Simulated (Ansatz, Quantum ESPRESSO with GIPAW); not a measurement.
# C6H12N3PS: which site gives which 13C line?

The values are calculated: DFT, PBEsol, plane-wave PAW (pslibrary 1.0.0 recipes), scalar-relativistic, GIPAW shieldings (Quantum ESPRESSO with GIPAW, a patched development version). Reference lines, from the same functional and files: 13C: δ = (162.2 − σ), zero at TMS, fitted to 6 measured values, from C, KHCO3, Li2CO3, MgCO3, Na2CO3 and SiC, with a scatter of 0.77 ppm r.m.s., on σ without the shape term. Kinds of site that fitted badly were split off after the misses were seen, so the scatter is that of the points kept. Spans are on the shift scale.

```cif
data_structure
_symmetry_space_group_name_H-M 'P 1'
_symmetry_Int_Tables_number 1
_cell_length_a 6.0482
_cell_length_b 6.0482
_cell_length_c 6.0482
_cell_angle_alpha 100.900
_cell_angle_beta 100.900
_cell_angle_gamma 100.900
_cell_volume 207.45
loop_
_atom_site_label
_atom_site_type_symbol
_atom_site_fract_x
_atom_site_fract_y
_atom_site_fract_z
_atom_site_occupancy
S1 S 0.24208 0.24208 0.24208 1
P2 P 0.00387 0.00387 0.00387 1
N3 N 0.81120 0.54765 0.81120 1
N4 N 0.54765 0.81120 0.81120 1
N5 N 0.81120 0.81120 0.54765 1
C6 C 0.58455 0.58455 0.83981 1
C7 C 0.58455 0.83981 0.58455 1
C8 C 0.83981 0.58455 0.58455 1
C9 C 0.99963 0.69809 0.99963 1
C10 C 0.69809 0.99963 0.99963 1
C11 C 0.99963 0.99963 0.69809 1
H12 H 0.45047 0.45047 0.70620 1
H13 H 0.45047 0.70620 0.45047 1
H14 H 0.70620 0.45047 0.45047 1
H15 H 0.56331 0.56331 0.01265 1
H16 H 0.56331 0.01265 0.56331 1
H17 H 0.01265 0.56331 0.56331 1
H18 H 0.66525 0.97596 0.16805 1
H19 H 0.16805 0.66525 0.97596 1
H20 H 0.97596 0.16805 0.66525 1
H21 H 0.97596 0.66525 0.16805 1
H22 H 0.66525 0.16805 0.97596 1
H23 H 0.16805 0.97596 0.66525 1
```

The cell is an entry of the Crystallography Open Database; it need not be the form that is stable at ambient conditions. The coordinates shown are those after relaxation (atoms relaxed).

The C sites:

```tsv
site	atom no.	atoms in cell	site symmetry	surroundings	bonds (Å)
C(1)	6	3	m	CN2H2	1.11 to 1.47
C(2)	9	3	m	CNH2P	1.10 to 1.84
```

The lines to be assigned:

```tsv
line	δ_iso (ppm)	relative area	span (ppm)	skew
A	71.8	1	18.9	-0.47
B	59.4	1	46.8	0.76
```

Simulated spectrum: 13C MAS at 5 kHz, 20 T (214.2 MHz), lines broadened by 0.8 ppm; rigid lattice, with dipolar and J couplings left out. Its lines over 1.5 % of the strongest:

```tsv
δ (ppm)	area
95.2	0.02
82.8	0.11
71.8	1.00
59.4	0.82
48.5	0.02
36.1	0.08
12.8	0.02
```

**Question.** Which site gives which line?

A: A is C(1) (CN2H2); B is C(2) (CNH2P). The bonded neighbours set the region: A with N2H2; B with NH2P.

[Banner, clock, file and message-heading lines were taken out of the pw.x and gipaw.x logs.]

[Logs are printed without paths, hosts, clocks, repeated set-up lines and the standing remarks that a program may print on its own settings, such as how far it seeks lower states.]

[Hosts, paths, dates, database ids (printed as entryN), source tags and the programs' standing remarks are cut or masked in the printed files.]
